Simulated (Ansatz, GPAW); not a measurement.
# A 7-layer slab of Na(110): work function by functional and basis, part 2 of 3

How far do functional and basis move the work function of a 7-layer slab of Na(110)?

GPAW 26.7.0 and Ansatz 0.2.0; Ansatz plane waves; slab in vacuum with a dipole correction, relaxation (the session's first sound run).

So far, upper work function (eV): step 2 (relaxation, PBE) 2.83; step 3 (plane waves, PBE) 2.83.

## 4. Self-consistent run: xc = "vdW-DF2"

Level of this step: GPAW, PAW setups; slab in vacuum (GPAW).

The same geometry under vdW-DF2, to see how far the functional moves the levels against the vacuum (the van der Waals functionals take revPBE setups).

The input, run.py:

```python
import json
import numpy as np
from ase import Atoms
from gpaw import GPAW, PW

slab = Atoms(
    ['Na', 'Na', 'Na', 'Na', 'Na', 'Na', 'Na'],
    positions=[
        [0.00000, 0.00000, 9.00000],
        [2.99106, 0.00000, 11.99106],
        [0.00000, 0.00000, 14.98212],
        [2.99106, 0.00000, 17.94535],
        [0.00000, 0.00000, 20.90936],
        [2.99106, 0.00000, 23.86953],
        [0.00000, 0.00000, 26.76324]],
    cell=[[2.99106, -2.115, 0.0], [2.99106, 2.115, 0.0], [0.0, 0.0, 35.94637]],
    pbc=[True, True, False])

slab.calc = GPAW(mode=PW(400), xc='vdW-DF2', kpts={'size': (9, 9, 1), 'gamma': True},
                 occupations={'name': 'fermi-dirac', 'width': 0.1}, nbands='160%',
                 convergence={'density': 1e-05}, maxiter=200,
                 poissonsolver={'dipolelayer': 'xy'},
                 symmetry={'tolerance': 1e-3}, txt='slab.txt')
result = {}
energy = slab.get_potential_energy()
fermi = slab.calc.get_fermi_level()
v = slab.calc.get_electrostatic_potential().mean((0, 1)) - fermi
n = slab.calc.get_pseudo_density().mean((0, 1))
L = slab.cell[2, 2]
z = np.arange(len(v)) * L / len(v)
low, high = slab.positions[:, 2].min(), slab.positions[:, 2].max()
below, above = np.interp([low - 6.8, high + 6.8], z, v)
slopes = [np.interp(x, z, np.gradient(v, z)) for x in (low - 6.8, high + 6.8)]
eps = np.array([[slab.calc.get_eigenvalues(k, s) for k in range(len(slab.calc.get_ibz_k_points()))]
                for s in range(slab.calc.get_number_of_spins())]) - fermi
top, bottom = eps[eps < 0].max(), eps[eps > 0].min()
dipole = slab.get_dipole_moment()[2]
print(f'energy {energy:.4f} eV, Fermi level {fermi:.4f} eV, dipole {dipole:.5f} e A')
print(f'potential 6.8 A off the faces, from the Fermi level: lower {below:.4f} eV, upper {above:.4f} eV')
print(f'slope of the potential there: lower {slopes[0]:.5f}, upper {slopes[1]:.5f} eV/A')
print(f'nearest levels on the mesh: {top:.4f} and {bottom:.4f} eV')
print('magnetic moment', round(slab.get_magnetic_moment(), 3))
result.update(energy=energy, fermi=fermi, dipole=dipole, below=below, above=above, slopes=slopes, edges=[top, bottom],
              z=z.tolist(), v=v.tolist(), n=n.tolist(), positions=slab.positions.tolist(),
              forces=slab.get_forces(apply_constraint=False).tolist(), moments=slab.get_magnetic_moments().tolist())
json.dump(result, open('result.json', 'w'))
```

Launch:

```console
$ OMP_NUM_THREADS=1 OPENBLAS_NUM_THREADS=1 python run.py
```

Log:

```text
energy -136.9098 eV, Fermi level -1.1549 eV, dipole 0.00059 e A
potential 6.8 A off the faces, from the Fermi level: lower 3.0584 eV, upper 3.0464 eV
slope of the potential there: lower -0.00021, upper 0.00020 eV/A
nearest levels on the mesh: -0.0997 and 0.0237 eV
magnetic moment 0.0
```

Run time: 7.6 min. Hardware: 1 thread of Intel Xeon Platinum 8259CL at 2.50GHz (Skylake/Cascade Lake), shared host; peak memory 0.67 GiB.

This step gave:

* dipole along the normal: 5.86e-4 e·Å
* levels nearest the Fermi level on the mesh: -0.09966, 0.02366 eV from the Fermi level
* upper work function: 3.046 eV
* lower work function: 3.058 eV

The electrostatic potential energy of an electron (without an applied field's), less the Fermi level, planar mean oscillates, so the rows of the table below give means over windows of 3 Å about each position, cut where the curve ends. Its maxima inside the range that stand out by 2 % of the span (Å: eV): 10.4: 1.87, 13.4: 1.89, 16.4: 1.85, 19.5: 1.87, 22.5: 1.86, 25.2: 1.74. Its minima: 9.0: -3.31, 12.0: -3.26, 15.0: -3.28, 18.0: -3.24, 20.9: -3.25, 23.9: -3.26, 26.7: -3.29.

The electrostatic potential energy of an electron (without an applied field's), less the Fermi level, planar mean by z; means over each step:

| z (Å) | electrostatic potential energy of an electron (without an applied field's), less the Fermi level, planar mean (eV) |
| --- | --- |
| 1.50 | 3.06 |
| 4.50 | 3.04 |
| 7.50 | 1.21 |
| 10.50 | -0.145 |
| 13.50 | -0.137 |
| 16.50 | -0.194 |
| 19.50 | -0.194 |
| 22.50 | -0.198 |
| 25.50 | -0.330 |
| 28.50 | 1.68 |
| 31.50 | 3.04 |
| 34.50 | 3.05 |

The pseudo valence density, planar mean oscillates, so the rows of the table below give means over windows of 3 Å about each position, cut where the curve ends. Its maxima inside the range that stand out by 2 % of the span (Å: e/Å³): 9.0: 0.687, 12.0: 0.686, 15.0: 0.686, 18.0: 0.683, 21.0: 0.671, 24.0: 0.649, 26.7: 0.687. Its minima: 10.5: 0.0283, 13.5: 0.0288, 16.5: 0.0292, 19.5: 0.0292, 22.3: 0.0293, 25.2: 0.0298.

The pseudo valence density, planar mean by z; means over each step:

z (Å), pseudo valence density, planar mean (e/Å³) and a bar:
```
     1.50      0.000 
     4.50      0.000 
     7.50      0.091 #############
    10.50      0.187 ############################
    13.50      0.186 ###########################
    16.50      0.192 ############################
    19.50      0.192 ############################
    22.50      0.192 ############################
    25.50      0.204 ##############################
    28.50      0.046 #######
    31.50      0.000 
    34.50      0.000
```

The upper face's work function is 3.046 eV, against 2.828 eV in the first plane-wave PBE run at this geometry.

## 5. Self-consistent run: xc = "revPBE"

The same geometry under revPBE, to see how far the functional moves the levels against the vacuum.

run.py: that of step 4 with these lines changed.

```diff
@@ -18,3 +18,3 @@
 
-slab.calc = GPAW(mode=PW(400), xc='vdW-DF2', kpts={'size': (9, 9, 1), 'gamma': True},
+slab.calc = GPAW(mode=PW(400), xc='revPBE', kpts={'size': (9, 9, 1), 'gamma': True},
                  occupations={'name': 'fermi-dirac', 'width': 0.1}, nbands='160%',
```

Log:

```text
energy -8.2111 eV, Fermi level -0.9161 eV, dipole 0.00075 e A
potential 6.8 A off the faces, from the Fermi level: lower 2.7662 eV, upper 2.7519 eV
slope of the potential there: lower -0.00011, upper 0.00010 eV/A
nearest levels on the mesh: -0.0932 and 0.0182 eV
magnetic moment 0.0
```

Wall time 9.7 min (1 thread); peak memory 0.4 GiB.

Numbers from this step:

| Item | Value |
| --- | --- |
| dipole along the normal | 7.47e-4 e·Å |
| levels nearest the Fermi level on the mesh | -0.09317, 0.01815 eV from the Fermi level |
| upper work function | 2.752 eV |
| lower work function | 2.766 eV |

The upper face's work function is 2.752 eV, against 2.828 eV in the first plane-wave PBE run at this geometry.

## 6. Self-consistent run: xc = "LDA"

The same geometry under LDA, to see how far the functional moves the levels against the vacuum.

run.py: that of step 5 with these lines changed.

```diff
@@ -18,3 +18,3 @@
 
-slab.calc = GPAW(mode=PW(400), xc='revPBE', kpts={'size': (9, 9, 1), 'gamma': True},
+slab.calc = GPAW(mode=PW(400), xc='LDA', kpts={'size': (9, 9, 1), 'gamma': True},
                  occupations={'name': 'fermi-dirac', 'width': 0.1}, nbands='160%',
```

Log:

```text
energy -9.8622 eV, Fermi level -1.1601 eV, dipole 0.00074 e A
potential 6.8 A off the faces, from the Fermi level: lower 2.9630 eV, upper 2.9486 eV
slope of the potential there: lower -0.00008, upper 0.00007 eV/A
nearest levels on the mesh: -0.0946 and 0.0171 eV
magnetic moment 0.0
```

Wall time 5.5 min (1 thread); peak memory 0.4 GiB.

Numbers from this step:

```
dipole along the normal                    : 7.42e-4 e·Å
levels nearest the Fermi level on the mesh : -0.09455, 0.01715 eV from the Fermi level
upper work function                        : 2.949 eV
lower work function                        : 2.963 eV
```

The electrostatic potential energy of an electron (without an applied field's), less the Fermi level, planar mean oscillates, so the rows of the table below give means over windows of 3 Å about each position, cut where the curve ends. Its maxima inside the range that stand out by 2 % of the span (Å: eV): 10.4: 2.01, 13.4: 1.99, 16.4: 1.96, 19.5: 1.98, 22.5: 1.96, 25.2: 1.88. Its minima: 9.0: -3.32, 12.0: -3.20, 15.0: -3.23, 18.0: -3.18, 20.9: -3.19, 23.9: -3.19, 26.7: -3.30.

Table of electrostatic potential energy of an electron (without an applied field's), less the Fermi level, planar mean by z; means over each step:

| z (Å) | electrostatic potential energy of an electron (without an applied field's), less the Fermi level, planar mean (eV) |
| --- | --- |
| 1.50 | 2.96 |
| 4.50 | 2.95 |
| 7.50 | 1.18 |
| 10.50 | -0.0526 |
| 13.50 | -0.0544 |
| 16.50 | -0.111 |
| 19.50 | -0.110 |
| 22.50 | -0.114 |
| 25.50 | -0.242 |
| 28.50 | 1.64 |
| 31.50 | 2.94 |
| 34.50 | 2.95 |

The upper face's work function is 2.949 eV, against 2.828 eV in the first plane-wave PBE run at this geometry.

## 7. OptPBE vdW: xc = "optPBE-vdW"

The same geometry under optPBE-vdW, to see how far the functional moves the levels against the vacuum (the van der Waals functionals take revPBE setups).

run.py: that of step 6 with these lines changed.

```diff
@@ -18,3 +18,3 @@
 
-slab.calc = GPAW(mode=PW(400), xc='LDA', kpts={'size': (9, 9, 1), 'gamma': True},
+slab.calc = GPAW(mode=PW(400), xc='optPBE-vdW', kpts={'size': (9, 9, 1), 'gamma': True},
                  occupations={'name': 'fermi-dirac', 'width': 0.1}, nbands='160%',
```

Log:

```text
energy -43.0653 eV, Fermi level -1.0477 eV, dipole 0.00056 e A
potential 6.8 A off the faces, from the Fermi level: lower 2.9534 eV, upper 2.9417 eV
slope of the potential there: lower -0.00022, upper 0.00023 eV/A
nearest levels on the mesh: -0.0951 and 0.0212 eV
magnetic moment 0.0
```

It took 11 min on 1 thread; peak memory 0.67 GiB.

Numbers from this step:

| Quantity | Value |
| --- | --- |
| dipole along the normal | 5.56e-4 e·Å |
| levels nearest the Fermi level on the mesh | -0.09511, 0.02120 eV from the Fermi level |
| upper work function | 2.942 eV |
| lower work function | 2.953 eV |

The upper face's work function is 2.942 eV, against 2.828 eV in the first plane-wave PBE run at this geometry.

## 8. Self-consistent run: xc = "RPBE"

The same geometry under RPBE, to see how far the functional moves the levels against the vacuum.

run.py: that of step 7 with these lines changed.

```diff
@@ -18,3 +18,3 @@
 
-slab.calc = GPAW(mode=PW(400), xc='optPBE-vdW', kpts={'size': (9, 9, 1), 'gamma': True},
+slab.calc = GPAW(mode=PW(400), xc='RPBE', kpts={'size': (9, 9, 1), 'gamma': True},
                  occupations={'name': 'fermi-dirac', 'width': 0.1}, nbands='160%',
```

Log:

```text
energy -8.1618 eV, Fermi level -0.9141 eV, dipole 0.00075 e A
potential 6.8 A off the faces, from the Fermi level: lower 2.7711 eV, upper 2.7568 eV
slope of the potential there: lower -0.00011, upper 0.00010 eV/A
nearest levels on the mesh: -0.0934 and 0.0184 eV
magnetic moment 0.0
```

Elapsed: 11 min, on 1 thread; peak memory 0.4 GiB.

Numbers from this step:

* dipole along the normal: 7.51e-4 e·Å
* levels nearest the Fermi level on the mesh: -0.09337, 0.01839 eV from the Fermi level
* upper work function: 2.757 eV
* lower work function: 2.771 eV

The upper face's work function is 2.757 eV, against 2.828 eV in the first plane-wave PBE run at this geometry.

## 9. Real-space grid: mode = "fd"

A real-space grid is a second complete basis, so it checks the plane-wave result.

run.py: that of step 8 with these lines changed.

```diff
@@ -3,3 +3,3 @@
 from ase import Atoms
-from gpaw import GPAW, PW
+from gpaw import GPAW
 
@@ -18,3 +18,3 @@
 
-slab.calc = GPAW(mode=PW(400), xc='RPBE', kpts={'size': (9, 9, 1), 'gamma': True},
+slab.calc = GPAW(mode='fd', h=0.18, xc='PBE', kpts={'size': (9, 9, 1), 'gamma': True},
                  occupations={'name': 'fermi-dirac', 'width': 0.1}, nbands='160%',
```

Log:

```text
energy -8.9725 eV, Fermi level -2.8350 eV, dipole 0.00100 e A
potential 6.8 A off the faces, from the Fermi level: lower 2.8421 eV, upper 2.8278 eV
slope of the potential there: lower -0.00008, upper 0.00008 eV/A
nearest levels on the mesh: -0.0941 and 0.0179 eV
magnetic moment 0.0
```

Run time: 49 min. Hardware: 1 thread; peak memory 2 GiB.

This step gave:

* dipole along the normal: 9.95e-4 e·Å
* levels nearest the Fermi level on the mesh: -0.09407, 0.01791 eV from the Fermi level
* upper work function: 2.828 eV
* lower work function: 2.842 eV

The upper face's work function is 2.828 eV, against 2.828 eV in the first plane-wave PBE run at this geometry.

## 10. Cost and result by level

Times are for 1 thread of Intel Xeon Platinum 8259CL at 2.50GHz (Skylake/Cascade Lake), shared host. The runs compared:

| no. | run | upper work function (eV) | lower work function (eV) | time | memory (GiB) |
| --- | --- | --- | --- | --- | --- |
| 1 | pw | 2.828 | 2.842 | 8 min | 0.4 |
| 2 | vdW DF2 | 3.046 | 3.058 | 7.6 min | 0.67 |
| 3 | revPBE | 2.752 | 2.766 | 9.7 min | 0.4 |
| 4 | LDA | 2.949 | 2.963 | 5.5 min | 0.4 |
| 5 | optPBE vdW | 2.942 | 2.953 | 11 min | 0.67 |
| 6 | RPBE | 2.757 | 2.771 | 11 min | 0.4 |
| 7 | fd | 2.828 | 2.842 | 49 min | 2.0 |

## 11. Atomic orbitals

Atom-centred orbitals end a few angstrom from the surface, which tests how much the density's tail matters.

run.py: that of step 9 with these lines changed.

```diff
@@ -18,4 +18,4 @@
 
-slab.calc = GPAW(mode='fd', h=0.18, xc='PBE', kpts={'size': (9, 9, 1), 'gamma': True},
-                 occupations={'name': 'fermi-dirac', 'width': 0.1}, nbands='160%',
+slab.calc = GPAW(mode='lcao', basis='dzp', h=0.18, xc='PBE', kpts={'size': (9, 9, 1), 'gamma': True},
+                 occupations={'name': 'fermi-dirac', 'width': 0.1}, nbands='120%',
                  convergence={'density': 1e-05}, maxiter=200,
```

Log:

```text

```

Wall time 1.7 h (1 thread); peak memory 0.66 GiB.

The run was cut off at its time limit.

(Part 2 of 3 ends here.)

[Logs are printed without paths, hosts, clocks, repeated set-up lines and the standing remarks that a program may print on its own settings, such as how far it seeks lower states.]

[Hosts, paths, dates, database ids (printed as entryN), source tags and the programs' standing remarks are cut or masked in the printed files.]
